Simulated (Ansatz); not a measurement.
# ZnS3: relaxing a made-up structure

This structure for ZnS3 is made up. Its elements were placed in a known structure type with a cell scaled to their sizes. What cell does the guess relax to, and how far off was it?

Main program and level: Ansatz 0.2.0; DFT, r2SCAN, plane-wave PAW, files of the set soft_1, scalar-relativistic, no spin, cell and ions relaxed at zero pressure; PAW set soft_1, in the first sound run; inputs show where later runs differ.

### Step 1. Set-up

It takes space group P-42_1m (No. 113, tetragonal). The conventional cell has a = 6.559 Å, b = 6.559 Å, c = 3.960 Å, α = 90.00°, β = 90.00°, γ = 90.00°. Zn has 4 S at 3.06 Å nearest. Nearest to S lie 1 S at 1.98 Å. Nearest to S lie 2 S at 1.98 Å. Farther neighbours and most contacts between anions are not listed.

### Step 2. Relaxing cell and atoms

The guess takes its coordinates from another compound and its volume from a rule, so the cell and any free coordinates are relaxed together.

Contents of input.yaml:

```yaml
crystal:
  lattice:
    - [6.559, 0.0, 0.0]
    - [0.0, 6.559, 0.0]
    - [0.0, 0.0, 3.96]
  atoms:
    - { symbol: Zn, position: [0.0, 0.0, 0.0] }
    - { symbol: Zn, position: [0.5, 0.5, 0.0] }
    - { symbol: S, position: [0.1806, 0.6806, 0.522] }
    - { symbol: S, position: [0.3194, 0.1806, 0.478] }
    - { symbol: S, position: [0.0, 0.5, 0.7897] }
    - { symbol: S, position: [0.5, 0.0, 0.2103] }
    - { symbol: S, position: [0.8194, 0.3194, 0.522] }
    - { symbol: S, position: [0.6806, 0.8194, 0.478] }
kpoints:
  mp_grid: { grid: [4, 4, 7] }
scf:
  occupations: { method: fermi_dirac, width: 0.05 }
hamiltonian:
  xc: r2scan
  pseudopotentials: { kind: paw, azcp: { folder: soft_1 } }
relax:
  f_tol: 0.015
  max_steps: 70
  cell: {}
output:
  forces: true
  stress: true
```

On the command line:

```sh
$ ansatz run input.yaml --threads 4 --pin off --max-ram 10240MiB --backend cpu --events-out ev --progress --plain --runs-dir out
```

Numbers of over 12 decimals in the logs are rounded to 6 here.

The program printed:

```text
Engine: ansatz 0.2.0, x86_64-unknown-linux-gnu
Pseudopotentials: kind: paw
Pseudopotential: Zn, paw, valence charge 12, recommended cutoff 500 eV (meta_gga), soft_1/Zn.paw.azcp
Pseudopotential: S, paw, valence charge 6, recommended cutoff 500 eV (meta_gga), soft_1/S.paw.azcp
Functional definition: r2SCAN
  parameter k0 = 0.174
  parameter k1 = 0.065
  parameter a1 = 4.9479
  exchange = r2scan_x(k0 = k0, k1 = k1, a1 = a1)
  correlation = r2scan_c
Crystal: 8 atoms, lattice volume = 170.361 Å³
Basis set: ecut = 500 eV, 4315 PW (Γ), exchange–correlation on 192×192×120 points (64 copies of the dense FFT grid, shifted against one another)
Bands: 38, of which v1, the nominal top of the filled ones, is band 30 counted from 1 (29 counted from 0)
Symmetry: 8 space group operations
Space group: P-421m (ITA 113), of the structure as read, at distance tolerance 5.5e-5 Å
k-points: 24 of 112 (time reversal used)
Non-local potential: Zn, projectors of the file, l = 0: 2, l = 1: 2, l = 2: 3, l = 3: 1
Non-local potential: S, projectors of the file, l = 0: 2, l = 1: 2, l = 2: 1
PAW form: soft (Blöchl's): semilocal exchange-correlation on the pseudo side does not see the compensation charge
PAW frozen core: Zn, regenerated for the run's functional (the file was generated under x = pbe(κ = 0.804, μ = 0.219515), c = pbe(β = 0.066725))
PAW frozen core: S, regenerated for the run's functional (the file was generated under x = pbe(κ = 0.804, μ = 0.219515), c = pbe(β = 0.066725))
PAW one-centre angular grid: Zn, 590 points (default); XC on 160 Gauss nodes
PAW one-centre angular grid: S, 302 points (default); XC on 160 Gauss nodes
Initial density: superposition of atomic densities (chi_scale 0.1, normalization cell, long waves kept (reshape's long-wave potential 0.04 eV rms))
Initial wavefunctions: pseudopotential atomic-orbital guess
Functional: x = r2scan, c = r2scan; τ floored in thin density (d = 2e-4 eV/Å³)
SCF iter   1: F=—  HF=-12085.128298 eV  |F-HF|=—  |Δ(HF+E_count)|=         —  Δρ=6.52e-2  dr2=6.07e0  dr2_τ=9.04e-2  ethr=3.10e-3  ⟨swp⟩=7.5  Hψ=4867  notcnv=0  defer=6
preconditioner: auto → Kerker (q_TF=auto, 2.293 Å⁻¹)  [metal: Δε(μ)=0.015 eV  Ē_g=10.760 eV  σ=0.050 eV  W_gap=0.07  n_scr=38 (ndim 8)  ℏωp=22.0 eV  f_vac=0.000  D(μ)=5.04/eV (n_scr^D=38)]
SCF iter   2: F=—  HF=-12083.836534 eV  |F-HF|=—  |Δ(HF+E_count)|=    1.29e0  Δρ=2.11e-2  dr2=6.30e-1  dr2_τ=3.09e-2  ethr=3.10e-3  ⟨swp⟩=3.0  Hψ=1950  notcnv=0  defer=45
SCF iter   3: F=—  HF=-12083.744953 eV  |F-HF|=—  |Δ(HF+E_count)|=   9.16e-2  Δρ=1.40e-2  dr2=2.46e-1  dr2_τ=3.19e-3  ethr=1.05e-3  ⟨swp⟩=2.0  Hψ=1592  notcnv=0  defer=45
SCF iter   4: F=—  HF=-12083.757515 eV  |F-HF|=—  |Δ(HF+E_count)|=   1.26e-2  Δρ=5.61e-3  dr2=4.60e-2  dr2_τ=5.75e-4  ethr=4.10e-4  ⟨swp⟩=2.5  Hψ=1637  notcnv=0  defer=45
SCF iter   5: F=—  HF=-12083.767943 eV  |F-HF|=—  |Δ(HF+E_count)|=   1.04e-2  Δρ=1.62e-3  dr2=6.43e-3  dr2_τ=4.46e-4  ethr=7.66e-5  ⟨swp⟩=2.0  Hψ=1744  notcnv=0  defer=45
SCF iter   6: F=—  HF=-12083.768253 eV  |F-HF|=—  |Δ(HF+E_count)|=   3.10e-4  Δρ=7.29e-4  dr2=8.03e-4  dr2_τ=1.27e-5  ethr=1.07e-5  ⟨swp⟩=2.5  Hψ=1607  notcnv=0  defer=45
SCF iter   7: F=—  HF=-12083.768611 eV  |F-HF|=—  |Δ(HF+E_count)|=   3.57e-4  Δρ=1.57e-4  dr2=7.57e-5  dr2_τ=1.99e-6  ethr=1.34e-6  ⟨swp⟩=2.9  Hψ=1585  notcnv=0  defer=45
SCF iter   8: F=—  HF=-12083.768672 eV  |F-HF|=—  |Δ(HF+E_count)|=   6.17e-5  Δρ=8.33e-5  dr2=1.32e-5  dr2_τ=4.53e-7  ethr=1.26e-7  ⟨swp⟩=2.9  Hψ=1555  notcnv=0  defer=45
SCF iter   9: F=—  HF=-12083.768673 eV  |F-HF|=—  |Δ(HF+E_count)|=   1.02e-6  Δρ=1.78e-5  dr2=9.33e-7  dr2_τ=3.86e-8  ethr=2.20e-8  ⟨swp⟩=2.5  Hψ=1412  notcnv=0  defer=45
SCF iter  10: F=-12083.768673 eV  HF=-12083.768673 eV  |F-HF|=9.38e-9  |Δ(HF+E_count)|=   1.62e-7  Δρ=4.31e-6  dr2=5.36e-8  dr2_τ=1.48e-9  ethr=1.67e-10  ⟨swp⟩=4.0  Hψ=4315  notcnv=0
SCF 1 converged in 10 iterations: F = -12083.768673 eV  dr2 = 5.36e-8
  greatest PAW one-centre occupation: 0.987 electrons in one spin orbital (limit 2), on the Zn atom at site 1 (counted from 0), in its partial waves of l = 2
relax step   1: F+E_penalty+E_count = -12083.76867348 eV  Δ(F+E_penalty+E_count) = +0.000e0 eV  max|allowed force component| = 7.487e-1 eV/Å  Δτ_max = 0.0000 Å  P = -1.270 GPa  Ω = 170.361 Å³  (10 SCF iters, dr2 threshold 1.00e-7 eV, accepted)
Crystal: 8 atoms, lattice volume = 162.646 Å³
Basis set: ecut = 500 eV, 4097 PW (Γ), exchange–correlation on 192×192×120 points (64 copies of the dense FFT grid, shifted against one another)
Initial density: handed on by an earlier stage of this run
Initial wavefunctions: those handed on with the density
iter 1 solved again at ethr=6.85e-5 eV; its pass at ethr=3.10e-3 eV (dr2=4.11e-2 eV) is discarded
SCF iter   1: F=—  HF=-12084.228334 eV  |F-HF|=—  |Δ(HF+E_count)|=         —  Δρ=5.48e-3  dr2=4.00e-2  dr2_τ=7.33e-2  ethr=6.85e-5  ⟨swp⟩=2.6  Hψ=6083  notcnv=0
preconditioner: auto → Kerker (q_TF=auto, 2.311 Å⁻¹)  [metal: Δε(μ)=0.193 eV  Ē_g=9.988 eV  σ=0.050 eV  W_gap=0.49  n_scr=38 (ndim 8)  ℏωp=22.6 eV  f_vac=0.000  D(μ)=5.30/eV (n_scr^D=38)]
SCF iter   2: F=—  HF=-12084.328559 eV  |F-HF|=—  |Δ(HF+E_count)|=   1.00e-1  Δρ=3.40e-3  dr2=1.30e-2  dr2_τ=6.59e-4  ethr=6.67e-5  ⟨swp⟩=2.9  Hψ=1905  notcnv=0
preconditioner: auto → Resta (q_TF=auto, 2.311 Å⁻¹)  ε∞=6.1  [insulator: Δε(μ)=0.270 eV  Ē_g=9.988 eV  σ=0.050 eV  W_gap=0.53  n_scr=38 (ndim 8)  ℏωp=22.6 eV  f_vac=0.000  D(μ)=5.42/eV (n_scr^D=38)  ε∞_Penn≈6.1]
SCF iter   3: F=—  HF=-12084.328853 eV  |F-HF|=—  |Δ(HF+E_count)|=   2.93e-4  Δρ=1.48e-3  dr2=2.41e-3  dr2_τ=6.24e-5  ethr=2.16e-5  ⟨swp⟩=2.0  Hψ=1544  notcnv=0
SCF iter   4: F=—  HF=-12084.329495 eV  |F-HF|=—  |Δ(HF+E_count)|=   6.42e-4  Δρ=6.25e-4  dr2=3.84e-4  dr2_τ=6.75e-6  ethr=4.01e-6  ⟨swp⟩=2.8  Hψ=1837  notcnv=0
SCF iter   5: F=—  HF=-12084.329362 eV  |F-HF|=—  |Δ(HF+E_count)|=   1.33e-4  Δρ=1.71e-4  dr2=4.21e-5  dr2_τ=1.11e-6  ethr=6.40e-7  ⟨swp⟩=2.3  Hψ=1397  notcnv=0
SCF iter   6: F=—  HF=-12084.329374 eV  |F-HF|=—  |Δ(HF+E_count)|=   1.15e-5  Δρ=3.93e-5  dr2=2.55e-6  dr2_τ=4.36e-8  ethr=7.01e-8  ⟨swp⟩=2.0  Hψ=1528  notcnv=0
SCF iter   7: F=-12084.329375 eV  HF=-12084.329375 eV  |F-HF|=3.73e-8  |Δ(HF+E_count)|=   1.66e-6  Δρ=1.11e-5  dr2=1.45e-7  dr2_τ=5.27e-9  ethr=1.33e-9  ⟨swp⟩=5.2  Hψ=3921  notcnv=0
SCF 2 converged in 7 iterations: F = -12084.329375 eV  dr2 = 1.45e-7
[...]
relax step   9: F+E_penalty+E_count = -12087.28005949 eV  Δ(F+E_penalty+E_count) = -2.540e-1 eV  max|allowed force component| = 9.476e-1 eV/Å  Δτ_max = 0.1951 Å  P = +2.390 GPa  Ω = 162.487 Å³  energy of the carried Pulay correction = +1.683e-3 eV  (8 SCF iters, dr2 threshold 8.00e-7 eV, accepted)
relax step  10: F+E_penalty+E_count = -12087.50584706 eV  Δ(F+E_penalty+E_count) = -2.258e-1 eV  max|allowed force component| = 2.166e-1 eV/Å  Δτ_max = 0.1945 Å  P = +0.592 GPa  Ω = 167.781 Å³  energy of the carried Pulay correction = +5.428e-4 eV  (8 SCF iters, dr2 threshold 8.00e-7 eV, accepted)
relax step  11: F+E_penalty+E_count = -12087.66647624 eV  Δ(F+E_penalty+E_count) = -1.606e-1 eV  max|allowed force component| = 7.822e-2 eV/Å  Δτ_max = 0.1931 Å  P = -0.172 GPa  Ω = 173.848 Å³  energy of the carried Pulay correction = -7.206e-4 eV  (8 SCF iters, dr2 threshold 8.00e-7 eV, accepted)
relax step  12: F+E_penalty+E_count = -12087.67932328 eV  Δ(F+E_penalty+E_count) = -1.285e-2 eV  max|allowed force component| = 8.740e-2 eV/Å  Δτ_max = 0.0585 Å  P = +1.098 GPa  Ω = 173.675 Å³  energy of the carried Pulay correction = -6.853e-4 eV  (7 SCF iters, dr2 threshold 8.00e-7 eV, accepted)
relax step  13: F+E_penalty+E_count = -12087.70538944 eV  Δ(F+E_penalty+E_count) = -2.607e-2 eV  max|allowed force component| = 1.133e-1 eV/Å  Δτ_max = 0.0899 Å  P = -0.106 GPa  Ω = 180.167 Å³  energy of the carried Pulay correction = -1.990e-3 eV  (7 SCF iters, dr2 threshold 8.00e-7 eV, accepted)
relax step  14: F+E_penalty+E_count = -12087.70800420 eV  Δ(F+E_penalty+E_count) = -2.615e-3 eV  max|allowed force component| = 1.114e-2 eV/Å  Δτ_max = 0.0250 Å  P = +0.060 GPa  Ω = 180.730 Å³  energy of the carried Pulay correction = -2.101e-3 eV  (6 SCF iters, dr2 threshold 8.00e-7 eV, accepted)
relax step  15: F+E_penalty+E_count = -12087.70876517 eV  Δ(F+E_penalty+E_count) = -7.610e-4 eV  max|allowed force component| = 7.681e-3 eV/Å  Δτ_max = 0.0068 Å  P = +0.033 GPa  Ω = 181.874 Å³  energy of the carried Pulay correction = -2.325e-3 eV  (7 SCF iters, dr2 threshold 6.38e-8 eV, accepted)
relax step  16: F+E_penalty+E_count = -12087.70883908 eV  Δ(F+E_penalty+E_count) = -7.391e-5 eV  max|allowed force component| = 4.564e-3 eV/Å  Δτ_max = 0.0039 Å  P = +0.015 GPa  Ω = 182.800 Å³  energy of the carried Pulay correction = -2.506e-3 eV  (7 SCF iters, dr2 threshold 1.73e-8 eV, accepted)
Basis set: ecut = 500 eV, 4635 PW (Γ), exchange–correlation on 192×192×128 points (64 copies of the dense FFT grid, shifted against one another)
Initial wavefunctions: pseudopotential atomic-orbital guess (no wavefunctions were taken with the density)
iter 1 solved again at ethr=1.48e-6 eV; its pass at ethr=3.10e-3 eV (dr2=8.86e-4 eV) is discarded
SCF iter   1: F=—  HF=-12087.711974 eV  |F-HF|=—  |Δ(HF+E_count)|=         —  Δρ=2.04e-4  dr2=1.32e-5  dr2_τ=1.30e-5  ethr=1.48e-6  ⟨swp⟩=3.7  Hψ=7789  notcnv=0
preconditioner: auto → Resta (q_TF=auto, 2.266 Å⁻¹)  ε∞=5.2  [insulator: Δε(μ)=1.614 eV  Ē_g=10.358 eV  σ=0.050 eV  W_gap=1.00  n_scr=38 (ndim 8)  ℏωp=21.3 eV  f_vac=0.088  D(μ)=0.00/eV (n_scr^D=0)  ε∞_Penn≈5.2]
SCF iter   2: F=—  HF=-12087.712487 eV  |F-HF|=—  |Δ(HF+E_count)|=   5.14e-4  Δρ=1.60e-4  dr2=1.62e-5  dr2_τ=4.13e-6  ethr=2.21e-8  ⟨swp⟩=2.0  Hψ=1597  notcnv=0
SCF iter   3: F=—  HF=-12087.712527 eV  |F-HF|=—  |Δ(HF+E_count)|=   3.98e-5  Δρ=5.88e-5  dr2=2.65e-6  dr2_τ=1.91e-7  ethr=2.21e-8  ⟨swp⟩=2.0  Hψ=1478  notcnv=0
SCF iter   4: F=—  HF=-12087.712625 eV  |F-HF|=—  |Δ(HF+E_count)|=   9.81e-5  Δρ=5.55e-6  dr2=1.85e-8  dr2_τ=3.44e-9  ethr=4.42e-9  ⟨swp⟩=2.0  Hψ=1476  notcnv=0
SCF iter   5: F=—  HF=-12087.712625 eV  |F-HF|=—  |Δ(HF+E_count)|=   1.30e-7  Δρ=2.51e-6  dr2=4.16e-9  dr2_τ=1.09e-9  ethr=3.09e-11  ⟨swp⟩=2.7  Hψ=1642  notcnv=0
SCF iter   6: F=—  HF=-12087.712625 eV  |F-HF|=—  |Δ(HF+E_count)|=   7.50e-9  Δρ=5.90e-7  dr2=1.89e-10  dr2_τ=1.29e-10  ethr=6.94e-12  ⟨swp⟩=2.1  Hψ=1486  notcnv=0
SCF iter   7: F=-12087.712625 eV  HF=-12087.712625 eV  |F-HF|=5.46e-12  |Δ(HF+E_count)|=  8.40e-10  Δρ=9.70e-8  dr2=1.68e-11  dr2_τ=1.68e-12  ethr=1.00e-12  ⟨swp⟩=5.5  Hψ=3860  notcnv=0
SCF 17 converged in 7 iterations: F = -12087.712625 eV  dr2 = 1.68e-11
relax step  17: F+E_penalty+E_count = -12087.71262540 eV  Δ(F+E_penalty+E_count) = -3.786e-3 eV  max|allowed force component| = 4.510e-3 eV/Å  Δτ_max = 0.0000 Å  P = +0.030 GPa  Ω = 182.800 Å³  stress off target by 4.47e-2 GPa  SCF on the basis re-selected at this cell (its energy is not comparable with the rows above)  (7 SCF iters)
basis re-selected at this cell: Δ(F+E_penalty+E_count) = -3.786e-3 eV, ΔP = +0.015 GPa vs the last step (what re-selecting the basis moved, of the pressure what is left beyond the Pulay correction that the steps carried, after the strain that the cell walked since its last selection, with what the two solves' SCF thresholds leave and, on support functions, any second-order correction that the steps lacked; it is no measure of the basis error at this ecutwfc). The dense FFT grid was sized anew with the basis: this SCF ran on 48×48×32 points, the steps before it on 48×48×30, so part of this shift can come from that change (see relax.cell in the input reference). [rest of the remark cut]
SCF converged after 7 iterations
Free energy (F): -12087.712625 eV
Harris-Foulkes:  -12087.712625 eV  (|F-HF|=5.46e-12)
Internal energy: -12087.712625 eV  (E = F + TS)
E sigma→0 (E₀):  -12087.712625 eV
Entropy (-TS):   -0.000000 eV (-0.000 meV/atom)
Fermi energy:    4.961963 eV
--- Per-component energies (eV) ---
  E_band       = -124.866966
  E_kinetic    = 920.192745
  E_local      = -5776.399792  (includes V_loc(G=0)·N_el)
  E_nonlocal   = 1861.316521
  E_hartree    = 2202.531795
  E_xc         = -639.275907
  E_vxc        = -632.174830  (∫ρ·V_xc dr)
  E_paw        = -7535.530887  (= ΣΔE_a)
  E_vpaw       = -934.156144  (= ΣTr[D̂ρ^β])
  E_aug_tail   = 0.000148  (compensation charges beyond the density's cutoff)
  E_vtau       = 31.290794  (kinetic-family band-sum trace: ∫τ·v_τ [+ j·A + Jᵃ·Aᵃ] dr)
  E_ewald      = -3119.523415
  E_core_change = -1.023834  (= ΣΔE_core)
  E_smearing   = -0.000000  (= −TS)
  E_closure    = -0.000000  (closes the sum)
  Σ components = -12087.712625   (vs F -12087.712625, Δ=0.00e0)
--- Forces (eV/Å), atoms counted from 1 ---
  atom   1  Zn     0.00000000     0.00000000    -0.00000000
  atom   2  Zn    -0.00000000    -0.00000000     0.00000000
  atom   3  S      0.00181537     0.00181537    -0.00163302
  atom   4  S     -0.00181537     0.00181537     0.00163302
  atom   5  S     -0.00000000     0.00000000     0.00450979
  atom   6  S     -0.00000000     0.00000000    -0.00450979
  atom   7  S     -0.00181537    -0.00181537    -0.00163302
  atom   8  S      0.00181537    -0.00181537     0.00163302
  max |Σ_I F_I| component: 6.81e-17 eV/Å
--- Stress (GPa, compression-positive) ---
        0.022053       0.000000       0.000000
        0.000000       0.022053      -0.000000
        0.000000      -0.000000       0.044673
  P = ⅓ Tr σ = 0.0296 GPa (0.296 kbar)
--- Relaxed structure (16 steps of the walk, 16 accepted, 1 SCFs on fresh bases) ---
  F+E_penalty+E_count = -12087.71262540 eV   max|allowed force component| = 4.510e-3 eV/Å   (the final SCF, on the basis selected at the relaxed cell)
  cell:  # Å, volume = 182.8003 Å³
    - [6.530265, 0, 0.0]
    - [0, 6.530265, 0]
    - [0.0, 0, 4.286624]
  atoms:
    - { symbol: Zn, position: [0, -4.84535389251126e-19, 1.0403960241022516e-18] }
    - { symbol: Zn, position: [0.500000, 0.500000, 1.0403960241022516e-18] }
    - { symbol: S, position: [0.182902, 0.682902, 0.907779] }
    - { symbol: S, position: [0.317098, 0.182902, 0.092221] }
    - { symbol: S, position: [0, 0.500000, 1.185648] }
    - { symbol: S, position: [0.500000, -4.845353892511256e-19, -0.185648] }
    - { symbol: S, position: [0.817098, 0.317098, 0.907779] }
    - { symbol: S, position: [0.682902, 0.817098, 0.092221] }
```

It took 37 s on 4 threads of AMD EPYC 9B45 (Zen 5), shared host; peak memory 0.86 GiB.

The steps of the relaxation:

```csv
step,energy less that of the first step (eV),largest force component (eV/Å),pressure (GPa),volume (Å³)
1,0.0000,0.7487,-1.27,170.36
2,-0.5607,0.5065,-2.44,162.65
3,-0.9541,0.3624,-1.30,150.47
4,-1.3533,0.6558,1.61,138.52
5,-1.9133,0.6971,2.19,137.84
6,-2.5179,0.5187,1.39,143.32
7,-2.9568,0.3317,1.39,149.63
8,-3.2574,0.6705,1.97,156.17
9,-3.5114,0.9476,2.39,162.49
10,-3.7372,0.2166,0.59,167.78
11,-3.8978,0.0782,-0.17,173.85
12,-3.9106,0.0874,1.10,173.68
13,-3.9367,0.1133,-0.11,180.17
14,-3.9393,0.0111,0.06,180.73
15,-3.9401,0.0077,0.03,181.87
16,-3.9402,0.0046,0.01,182.80
17*,-3.9440,0.0045,0.03,182.80
```

Relaxation steps marked * repeat the geometry before them on a plane-wave basis chosen anew for their cell, so energy and pressure can jump there.

The run keeps the 8 symmetry operations that it works with, so distortions that break them were not tested.

| conventional cell, symmetrised | before | after | change |
| --- | --- | --- | --- |
| a (Å) | 6.559 | 6.530 | -0.4 % |
| b (Å) | 6.559 | 6.530 | -0.4 % |
| c (Å) | 3.960 | 4.287 | +8.2 % |
| volume (Å³/atom) | 21.30 | 22.85 | +7.3 % |

The atoms that moved most (Å, as changes of fractional coordinates times the final cell):

```csv
atom,dx,dy,dz,length
S5,0.000,0.000,1.697,1.697
S6,0.000,0.000,-1.697,1.697
S3,0.015,0.015,1.654,1.654
S7,-0.015,-0.015,1.654,1.654
S4,-0.015,0.015,-1.654,1.654
S8,0.015,-0.015,-1.654,1.654
```

This step gave:

```
free energy         : -12087.7126 eV
Fermi energy        : 4.962 eV
gap by band count   : 1.614 eV
electrons           : 60
symmetry operations : 8
pressure            : 0.02959 GPa
```

The shortest distance of each pair, which need not be the same contact before and after:

```csv
pair,guess (Å),relaxed (Å)
S–S,1.982,2.067
S–Zn,3.062,2.423
Zn–Zn,3.960,4.287
```

The relaxation ends with a largest force component of 0.0045 eV/Å and a pressure of 0.03 GPa.

[end of part 1 of 2]

[Logs are printed without paths, hosts, clocks, repeated set-up lines and the standing remarks that a program may print on its own settings, such as how far it seeks lower states.]

[Hosts, paths, dates, database ids (printed as entryN), source tags and the programs' standing remarks are cut or masked in the printed files.]
